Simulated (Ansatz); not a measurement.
## Li2CeP2 (P-3m1): from the cell to its phonons

The cell of Li2CeP2 (P-3m1) is at rest. What are its phonons? After the zone centre comes a 3×3×2 q mesh on a 9×9×6 k mesh.

Method: DFT LDA+U, scalar-relativistic, plane waves, PAW, in Ansatz 0.2.0.

## Step 1: The starting structure

Symmetry: P-3m1, No. 164, trigonal system. Conventional cell: a = 4.069 Å, b = 4.069 Å, c = 6.489 Å, α = 90.00°, β = 90.00°, γ = 120.00°. Li has 4 P at 2.53 Å nearest. Nearest to Ce lie 6 P at 2.79 Å. P has 4 Li at 2.53 Å and 3 Ce at 2.79 Å nearest. Farther neighbours are not listed.

## Step 2: Modes at Γ

The cell comes from relaxations at this level that are not shown. The zone centre comes first: it holds the modes that light can see, as far as symmetry allows. The response to a homogeneous field gives the Born charges and the dielectric tensor.

Contents of input.yaml:

```yaml
crystal:
  lattice:
    - [4.0691858174, 0.0, 0.0]
    - [-2.0345929087, 3.5240182906, 0.0]
    - [0.0, 0.0, 6.4886729547]
  atoms:
    - { symbol: Li, position: [0.6666666667, 0.3333333333, 0.3762951837] }
    - { symbol: Li, position: [0.3333333333, 0.6666666667, 0.6237048163] }
    - { symbol: Ce, position: [0.0, 0.0, 0.0] }
    - { symbol: P, position: [0.6666666667, 0.3333333333, 0.7667539256] }
    - { symbol: P, position: [0.3333333333, 0.6666666667, 0.2332460744] }
kpoints:
  mp_grid: { grid: [9, 9, 6] }
hamiltonian:
  xc: lda
  hubbard: { sites: [{ species: Ce, l: f, u_eff: 5.0 }] }
scf:
  occupations: { method: fixed }
  convergence: { dr2_threshold: 1.0e-10 }
output:
  eigenvalues: true
phonons:
  method: dfpt
  dielectric: true
  rigid_motions: translations
```

On the command line:

```
ansatz run input.yaml --threads 8 --pin off --max-ram 14336MiB --backend cpu --events-out ev --progress --plain --runs-dir out
```

Numbers of over 12 decimals in the logs are rounded to 6 here.

The log of the run:

```text
Li: projections on atomic orbitals take those of the free atom 1s2 2s1, of charge +0.00 (hamiltonian.pseudopotentials.projection_atoms); the dataset's partial waves leave at most 8.9e-11 of an orbital's norm unspanned inside its sphere
Ce: projections on atomic orbitals take those of the free atom [Kr 4d10] 4f1 5s2 5p6 5d1 6s2, of charge +0.00 (hamiltonian.pseudopotentials.projection_atoms); the dataset's partial waves leave at most 1.4e-5 of an orbital's norm unspanned inside its sphere
P: projections on atomic orbitals take those of the free atom [Ne] 3s2 3p3, of charge +0.00 (hamiltonian.pseudopotentials.projection_atoms); the dataset's partial waves leave at most 1.0e-7 of an orbital's norm unspanned inside its sphere
Engine: ansatz 0.2.0, x86_64-unknown-linux-gnu
Pseudopotentials: kind: paw
Pseudopotential: Li, paw, valence charge 3, recommended cutoff 420 eV (normal), Li.paw.azcp
Pseudopotential: Ce, paw, valence charge 12, recommended cutoff 420 eV (normal), Ce.paw.azcp
Pseudopotential: P, paw, valence charge 5, recommended cutoff 420 eV (normal), P.paw.azcp
Functional definition: SPW92
  exchange = slater_x
  correlation = pw_c
Crystal: 5 atoms, lattice volume = 93.047 Å³
Basis set: ecut = 420 eV, 1797 PW (Γ), exchange–correlation on 60×60×90 points (8 copies of the dense FFT grid, shifted against one another)
Bands: 19, of which v1, the nominal top of the filled ones, is band 14 counted from 1 (13 counted from 0)
Symmetry: 12 space group operations
k-points: 140 of 486 (irreducible under 2 space group operations, time reversal used)
Non-local potential: Li, projectors of the file, l = 0: 3, l = 1: 2, l = 2: 1
Non-local potential: Ce, projectors of the file, l = 0: 3, l = 1: 2, l = 2: 2, l = 3: 3
Non-local potential: P, projectors of the file, l = 0: 2, l = 1: 2, l = 2: 2
PAW form: soft (Blöchl's): semilocal exchange-correlation on the pseudo side does not see the compensation charge
PAW frozen core: Ce, regenerated for the run's functional, and the local potential with it (the file was generated under x = pbe(κ = 0.804, μ = 0.219515), c = pbe(β = 0.066725))
PAW frozen core: P, regenerated for the run's functional, and the local potential with it (the file was generated under x = pbe(κ = 0.804, μ = 0.219515), c = pbe(β = 0.066725))
PAW one-centre angular grid: Li, 110 points (default); XC on 64 Gauss nodes
PAW one-centre angular grid: Ce, 590 points (default); XC on 64 Gauss nodes
PAW one-centre angular grid: P, 110 points (default); XC on 64 Gauss nodes
Initial density: superposition of atomic densities (chi_scale 0.1, normalization cell, long waves of neutral atoms under a Hubbard term (reshape's long-wave potential 0.01 eV rms, cloud 3.11 Å wide))
Initial wavefunctions: pseudopotential atomic-orbital guess
Functional: x = slater, c = lda
SCF iter   1: F=—  HF=-8261.238964 eV  |F-HF|=—  |Δ(HF+E_count)|=         —  Δρ=1.40e-1  dr2=1.45e1  ethr=3.10e-3  ⟨swp⟩=5.9  Hψ=12424  notcnv=0  defer=372
preconditioner: auto → Resta (q_TF=auto, 2.233 Å⁻¹)  ε∞=3.7  [insulator: Δε(μ)=1.194 eV  Ē_g=11.068 eV  n_scr=22 (ndim 8)  ℏωp=18.1 eV  f_vac=0.001  ε∞_Penn≈3.7]
SCF iter   2: F=—  HF=-8256.063406 eV  |F-HF|=—  |Δ(HF+E_count)|=    5.18e0  Δρ=4.54e-2  dr2=1.41e0  ethr=3.10e-3  ⟨swp⟩=9.6  Hψ=13335  notcnv=0  defer=446
SCF iter   3: F=—  HF=-8255.844241 eV  |F-HF|=—  |Δ(HF+E_count)|=   2.19e-1  Δρ=3.21e-2  dr2=4.17e-1  ethr=3.10e-3  ⟨swp⟩=6.9  Hψ=8653  notcnv=0  defer=418
SCF iter   4: F=—  HF=-8255.882605 eV  |F-HF|=—  |Δ(HF+E_count)|=   3.84e-2  Δρ=3.07e-2  dr2=1.44e0  ethr=1.49e-3  ⟨swp⟩=6.5  Hψ=9032  notcnv=0  defer=356  recentre
SCF iter   5: F=—  HF=-8256.204362 eV  |F-HF|=—  |Δ(HF+E_count)|=   3.22e-1  Δρ=4.53e-2  dr2=2.18e0  ethr=1.49e-3  ⟨swp⟩=7.8  Hψ=10747  notcnv=0  defer=393
SCF iter   6: F=—  HF=-8255.882221 eV  |F-HF|=—  |Δ(HF+E_count)|=   3.22e-1  Δρ=2.36e-2  dr2=6.78e-1  ethr=1.49e-3  ⟨swp⟩=5.5  Hψ=6766  notcnv=0  defer=361
SCF iter   7: F=—  HF=-8255.837742 eV  |F-HF|=—  |Δ(HF+E_count)|=   4.45e-2  Δρ=1.97e-2  dr2=4.94e-1  ethr=1.49e-3  ⟨swp⟩=6.8  Hψ=9614  notcnv=0  defer=379
SCF iter   8: F=—  HF=-8255.804472 eV  |F-HF|=—  |Δ(HF+E_count)|=   3.33e-2  Δρ=7.95e-3  dr2=8.29e-2  ethr=1.49e-3  ⟨swp⟩=4.3  Hψ=4690  notcnv=0  defer=265
SCF iter   9: F=—  HF=-8255.798734 eV  |F-HF|=—  |Δ(HF+E_count)|=   5.74e-3  Δρ=1.57e-3  dr2=2.71e-3  ethr=2.96e-4  ⟨swp⟩=5.3  Hψ=4581  notcnv=0  defer=391
SCF iter  10: F=—  HF=-8255.798560 eV  |F-HF|=—  |Δ(HF+E_count)|=   1.74e-4  Δρ=1.29e-4  dr2=3.03e-5  ethr=9.69e-6  ⟨swp⟩=5.9  Hψ=4855  notcnv=0  defer=456
SCF iter  11: F=—  HF=-8255.798564 eV  |F-HF|=—  |Δ(HF+E_count)|=   4.27e-6  Δρ=6.96e-5  dr2=5.06e-6  ethr=1.08e-7  ⟨swp⟩=4.3  Hψ=5656  notcnv=0  defer=418
SCF iter  12: F=—  HF=-8255.798567 eV  |F-HF|=—  |Δ(HF+E_count)|=   2.83e-6  Δρ=1.11e-4  dr2=1.47e-5  ethr=1.81e-8  ⟨swp⟩=2.8  Hψ=3668  notcnv=0  defer=404  recentre
SCF iter  13: F=—  HF=-8255.798566 eV  |F-HF|=—  |Δ(HF+E_count)|=   1.24e-6  Δρ=3.51e-5  dr2=1.51e-6  ethr=1.81e-8  ⟨swp⟩=2.2  Hψ=2869  notcnv=0  defer=400
SCF iter  14: F=—  HF=-8255.798566 eV  |F-HF|=—  |Δ(HF+E_count)|=   5.34e-7  Δρ=1.55e-6  dr2=6.69e-9  ethr=5.40e-9  ⟨swp⟩=2.2  Hψ=2968  notcnv=0  defer=398
SCF iter  15: F=—  HF=-8255.798566 eV  |F-HF|=—  |Δ(HF+E_count)|=   4.87e-9  Δρ=1.07e-6  dr2=1.48e-9  ethr=2.39e-11  ⟨swp⟩=3.7  Hψ=4959  notcnv=0  defer=393
SCF iter  16: F=-8255.798566 eV  HF=-8255.798566 eV  |F-HF|=8.00e-11  |Δ(HF+E_count)|=  9.82e-11  Δρ=1.87e-7  dr2=8.50e-11  ethr=1.00e-12  ⟨swp⟩=20.7  Hψ=29696  notcnv=0
SCF 1 converged in 16 iterations: F = -8255.798566 eV  dr2 = 8.50e-11
  greatest PAW one-centre occupation: 1.000 electrons in one spin orbital (limit 2), on the Li atom at site 1 (counted from 0), in its partial waves of l = 0
NSCF: frozen V_eff on 4 k-points
NSCF: frozen V_eff on 62 k-points
[...]
DFPT response loops at q = (0, 0, 0) (fractional): preconditioner auto → Resta (q_TF=auto, 2.233 Å⁻¹)  ε∞=9.6 (no band partly filled); β = 1.00, the filter's whole step (`scf.mixing.beta` (0.50) is not read by the response loops at its default; to damp them type it under 1.00, their step now; it binds the ground state too); Anderson in place of MSR1; while a model of the screening serves, it and β = 1 on shorter waves in the place of filter and β
DFPT response loops at Γ: preconditioner auto → Resta (q_TF=auto, 2.233 Å⁻¹)  ε∞=9.6 (no band partly filled); β = 1.00, the filter's whole step (`scf.mixing.beta` (0.50) is not read by the response loops at its default; to damp them type it under 1.00, their step now; it binds the ground state too); Broyden in place of MSR1
── the response to a field inside a basis, on 10×10×6 k-points: an SCF that follows is theirs, and a resumed run solves both again ──
Bands: 15, of which v1, the nominal top of the filled ones, is band 14 counted from 1 (13 counted from 0)
k-points: 165 of 600 (irreducible under 4 space group operations)
Initial density: handed on by an earlier stage of this run
Initial wavefunctions: pseudopotential atomic-orbital guess (no wavefunctions were taken with the density)
Eigensolver: Dense (165 Hₖ)
SCF iter   1: F=—  HF=-8255.794413 eV  |F-HF|=—  |Δ(HF+E_count)|=         —  Δρ=9.65e-5  dr2=2.02e-6  ethr=1.00e-1
preconditioner: auto → Resta (q_TF=auto, 2.233 Å⁻¹)  ε∞=6.0  [insulator: Δε(μ)=0.686 eV  Ē_g=8.115 eV  n_scr=22 (ndim 8)  ℏωp=18.1 eV  f_vac=0.002  ε∞_Penn≈6.0]
SCF iter   2: F=—  HF=-8255.794414 eV  |F-HF|=—  |Δ(HF+E_count)|=   8.45e-7  Δρ=4.92e-5  dr2=3.99e-7  ethr=7.21e-9
SCF iter   3: F=—  HF=-8255.794415 eV  |F-HF|=—  |Δ(HF+E_count)|=   5.42e-7  Δρ=4.70e-5  dr2=2.91e-6  ethr=1.42e-9  recentre
SCF iter   4: F=—  HF=-8255.794415 eV  |F-HF|=—  |Δ(HF+E_count)|=   2.08e-7  Δρ=5.62e-6  dr2=4.90e-8  ethr=1.42e-9
SCF iter   5: F=—  HF=-8255.794415 eV  |F-HF|=—  |Δ(HF+E_count)|=   4.02e-9  Δρ=2.05e-6  dr2=4.61e-9  ethr=1.75e-10
SCF iter   6: F=-8255.794415 eV  HF=-8255.794415 eV  |F-HF|=9.09e-12  |Δ(HF+E_count)|=  9.04e-10  Δρ=2.82e-7  dr2=6.47e-11  ethr=1.65e-11
SCF 1 converged in 6 iterations: F = -8255.794415 eV  dr2 = 6.47e-11
DFPT response loops at Γ: preconditioner auto → Resta (q_TF=auto, 2.233 Å⁻¹)  ε∞=9.4 (no band partly filled); β = 1.00, the filter's whole step (`scf.mixing.beta` (0.50) is not read by the response loops at its default; to damp them type it under 1.00, their step now; it binds the ground state too); Broyden in place of MSR1
WARN: field response: ε∞ stands inside a basis, on 10×10×6 points; the force constants stand on the 9×9×6 k-mesh, whose period is 13.20 times the interband length at k = (0.0000, 0.4444, -0.5000), direct gap 1.019 eV, under 14: take them and everything formed from them as unconverged, and compare with a denser kpoints.mp_grid
SCF converged after 16 iterations
Free energy (F): -8255.798566 eV
Harris-Foulkes:  -8255.798566 eV  (|F-HF|=8.00e-11)
Internal energy: -8255.798566 eV  (E = F + TS)
E sigma→0 (E₀):  -8255.798566 eV
Fermi energy:    7.120569 eV
--- Per-component energies (eV) ---
  E_band       = -205.798222
  E_kinetic    = 574.978469
  E_local      = -917.185002  (includes V_loc(G=0)·N_el)
  E_nonlocal   = -57.956713
  E_hartree    = 300.699289
  E_xc         = -374.589114
  E_vxc        = -408.592182  (∫ρ·V_xc dr)
  E_hubbard    = 1.677633  (on-site DFT+U / exact-exchange correction)
  E_vhub       = 1.476542  (the Hubbard potential's part of the band-sum identity)
  E_paw        = -6410.052928  (= ΣΔE_a)
  E_vpaw       = 0.082217  (= ΣTr[D̂ρ^β])
  E_aug_tail   = 0.000045  (compensation charges beyond the density's cutoff)
  E_ewald      = -1374.040298
  E_core_change = 0.670053  (= ΣΔE_core)
  E_smearing   = -0.000000  (= −TS)
  E_closure    = 0.000000  (closes the sum)
  Σ components = -8255.798566   (vs F -8255.798566, Δ=0.00e0)
--- Band table (eV; the first three rows and the last of 140) ---
  k-point 0: bands = [... 10 lower, 5.2767, 6.7529, 7.1206, 7.1206, 8.4336, 8.4473, 8.4473, 8.6162, ... 1 higher]
  k-point 1: bands = [... 10 lower, 5.2995, 6.5532, 7.0701, 7.0701, 8.4320, 8.4486, 8.4486, 8.6162, ... 1 higher]
  k-point 2: bands = [... 10 lower, 5.3484, 5.9825, 6.9659, 6.9659, 8.2749, 8.4407, 8.4514, 8.4514, ... 1 higher]
  k-point 139: bands = [... 10 lower, 5.5082, 5.7322, 6.1526, 6.4528, 7.8910, 8.1227, 8.2381, 8.4049, ... 1 higher]
Occupation matrices written to <dir>
--- Phonons (Γ-DFPT): 6 representative perturbations + reference (Σ response iterations 61) ---
  k mesh reduced under 2 symmetry operations, with k and −k counted as one. Each operation leaves every solved perturbation unchanged. A smaller set is not considered because the run has a Hubbard term
  ASR residual: 1.774e-4 → 0.000e0 eV/Å²; symmetrization residual: 6.131e-8 eV/Å²
  ASR residual per site (eV/Å²): 3.07e-6 3.07e-6 1.77e-4 8.22e-5 8.22e-5
  Γ frequencies (cm⁻¹): 0.00 0.00 0.00 192.16 192.16 197.29 197.29 248.11 277.17 340.51 340.51 365.26 369.55 369.55 379.00
  ε∞ (high-frequency dielectric tensor):
       15.996513     0.000000    -0.000000
        0.000000    15.996513    -0.000000
       -0.000000    -0.000000    10.110923
  ε⁰ (static dielectric tensor: ions relaxed, cell fixed):
       27.342366     0.000000     0.000000
        0.000000    27.342366    -0.000000
        0.000000    -0.000000    14.532453
  ε⁰ − ε∞ (ionic part):
       11.345853     0.000000     0.000000
        0.000000    11.345853    -0.000000
        0.000000    -0.000000     4.421530
  softest optical mode at Γ: 192.16 cm⁻¹; the repairs (sum rule, projections) moved no ω² at Γ by more than (0.87 cm⁻¹)²
  Born effective charges Z* (e; rows j = field, columns β = displacement):
    site 0:
         0.67627    0.00000    0.00000
        -0.00000    0.67627   -0.00000
        -0.00000   -0.00000    1.37639
    site 1:
         0.67627    0.00000    0.00000
        -0.00000    0.67627   -0.00000
         0.00000   -0.00000    1.37639
    site 2:
         5.89148   -0.00000    0.00000
        -0.00000    5.89148    0.00000
         0.00000    0.00000    1.83572
    site 3:
        -3.62201    0.00000    0.00000
        -0.00000   -3.62201   -0.00000
        -0.00000   -0.00000   -2.29425
    site 4:
        -3.62201    0.00000    0.00000
         0.00000   -3.62201   -0.00000
         0.00000   -0.00000   -2.29425
  Z* charge neutrality: 3.420e-3 e pre-enforcement
  solved inside a basis spanned on kpoints, on 10×10×6 k-points, its susceptibility summed on 14×14×8: ε∞ is read to err by 5.7e-2, Z* by 2.7e-2 e (field_mesh: kpoints solves on kpoints); Z* is corrected for what the basis lacks
  optical modes at Γ without the LO–TO term, one row a degenerate level:
      ω (cm⁻¹)  modes    IR ((D/Å)²/amu)
        192.16      2            27.1867
        197.29      2             0.0000
        248.11      1             4.0627
        277.17      1             0.0000
        340.51      2            29.4115
        365.26      1            16.9288
        369.55      2             0.0000
        379.00      1             0.0000
  optical modes at Γ + LO–TO along q̂ = [1.0000, 0.0000, 0.0000]:
      ω (cm⁻¹)  modes    IR ((D/Å)²/amu)
        192.16      1            13.5934
        197.29      2             0.0000
        227.15      1             7.3032
        248.11      1             4.0627
        277.17      1             0.0000
        340.51      1            14.7057
        365.26      1            16.9288
        369.55      2             0.0000
        376.60      1            20.9959
        379.00      1             0.0000
  optical modes at Γ + LO–TO along q̂ = [0.0000, 1.0000, 0.0000]:
      ω (cm⁻¹)  modes    IR ((D/Å)²/amu)
        192.16      1            13.5934
        197.29      2             0.0000
        227.15      1             7.3032
        248.11      1             4.0627
        277.17      1             0.0000
        340.51      1            14.7057
        365.26      1            16.9288
        369.55      2             0.0000
        376.60      1            20.9959
        379.00      1             0.0000
  optical modes at Γ + LO–TO along q̂ = [0.0000, 0.0000, 1.0000]:
      ω (cm⁻¹)  modes    IR ((D/Å)²/amu)
        192.16      2            27.1867
        197.29      2             0.0000
        259.58      1             1.5739
        277.17      1             0.0000
        340.51      2            29.4115
        369.55      2             0.0000
        379.00      1             0.0000
        418.54      1            19.4177
```

It took 57 s on 8 threads of Intel Xeon Platinum 8488C (Sapphire Rapids), shared host; peak memory 3 GiB; 6.5 min of CPU time.

The column dr2 measures how far the density is from self-consistency, as an energy; F and HF (Harris–Foulkes) agree once it is small.

This step gave:

- gap on the k-mesh: 0.6539 eV
- volume per atom: 18.61 Å³
- sum-rule residual before enforcement: 1.77e-4 eV/Å²
- miss of the charge sum rule: 0.003420 e
- estimated error of the dielectric tensor: 0.05705
- estimated error of the Born charges: 0.02734 e
- point group: -3m
- highest optical mode at the zone centre (no LO-TO term): 379 cm⁻¹
- lowest optical zone-centre mode: 192.2 cm⁻¹
- mean high-frequency dielectric constant: 14.03
- largest Born charge (third of the trace): 4.540 e
- mean static dielectric constant: 23.07
- top of the zone-centre spectrum with the field: 418.5 cm⁻¹

Without the LO-TO term. Patterns of degenerate modes are one choice out of their space. The modes at Γ (shares of kinetic energy by element, %):

```
mode  frequency (cm⁻¹)  symmetry  Li %  Ce %  P %
   1               0.0  acoustic     6    65   29
   2               0.0  acoustic     6    65   29
   3               0.0  acoustic     6    65   29
   4             192.2        Eu    18    35   47
   5             192.2        Eu    18    35   47
   6             197.3        Eg    13     0   87
   7             197.3        Eg    13     0   87
   8             248.1       A2u     3    34   63
   9             277.2       A1g     0     0  100
  10             340.5        Eu    75     0   25
  11             340.5        Eu    75     0   25
  12             365.3       A2u    90     1    9
  13             369.6        Eg    87     0   13
  14             369.6        Eg    87     0   13
  15             379.0       A1g   100     0    0
```

Displacements in mode 5 (192.2 cm⁻¹), the largest set to 1:
```
Li1 -1.00 -0.08  0.00
Li2 -1.00 -0.08  0.00
Ce3  0.43  0.04  0.00
P4  -0.76 -0.06  0.00
P5  -0.76 -0.06  0.00
```

Displacements in mode 15 (379.0 cm⁻¹), the largest set to 1:
```
Li1  0.00  0.00  1.00
Li2  0.00  0.00 -1.00
Ce3  0.00  0.00  0.00
P4   0.00  0.00 -0.01
P5   0.00  0.00  0.01
```

Optical modes at the zone centre, without and with the macroscopic field of the longitudinal modes; each column is sorted by frequency, so a row need not hold one and the same mode. Modes with and without the field, by row:

```
rank among optical modes  no field (cm⁻¹)  q along (1, 0, 0) (cm⁻¹)  q along (0, 0, 1) (cm⁻¹)
                       1            192.2                     192.2                     192.2
                       2            192.2                     197.3                     192.2
                       3            197.3                     197.3                     197.3
                       4            197.3                     227.2                     197.3
                       5            248.1                     248.1                     259.6
                       6            277.2                     277.2                     277.2
                       7            340.5                     340.5                     340.5
                       8            340.5                     365.3                     340.5
                       9            365.3                     369.6                     369.6
                      10            369.6                     369.6                     369.6
                      11            369.6                     376.6                       379
                      12              379                       379                     418.5
```

Born charge (rows field, columns displacement) (e), principal values of the symmetric part by kind of site:

```
atom  atoms with these values    low  middle   high   mean
 Li1                        2   0.68    0.68   1.38   0.91
 Ce3                        1   1.84    5.89   5.89   4.54
  P4                        2  -3.62   -3.62  -2.29  -3.18
```

In full for Ce3:

```
5.89 0.00 0.00
0.00 5.89 0.00
0.00 0.00 1.84
```

High-frequency dielectric tensor:

```
16.00  0.00  0.00
 0.00 16.00  0.00
 0.00  0.00 10.11
```

Static dielectric tensor (ions relaxed, fixed cell):

```
27.34  0.00  0.00
 0.00 27.34  0.00
 0.00  0.00 14.53
```

Transverse modes. Lines of the infrared spectrum (strongest = 100):

```
position (cm⁻¹)  label  relative intensity
            192     Eu                  92
            197     Eg                 0.0
            248    A2u                  14
            277    A1g                 0.0
            340     Eu                 100
            365    A2u                  58
            370     Eg                 0.0
            379    A1g                 0.0
```

Before it was imposed, the acoustic sum rule was missed by 1.8e-4 eV/Å² and the charge sum rule by 0.0034 e. Small misses are needed for a sound result but don't prove that mesh and cutoff are converged. The lowest optical mode is real, 192 cm⁻¹.

The log warns of the k mesh: “the force constants stand on the 9×9×6 k-mesh, whose period is 13.20 times the interband length at k = (0.0000, 0.4444, -0.5000), direct gap 1.019 eV, under 14: take them and everything formed from them as unconverged”.

(Part 1 of 2 ends here.)

[Logs are printed without paths, hosts, clocks, repeated set-up lines and the standing remarks that a program may print on its own settings, such as how far it seeks lower states.]

[Hosts, paths, dates, database ids (printed as entryN), source tags and the programs' standing remarks are cut or masked in the printed files.]
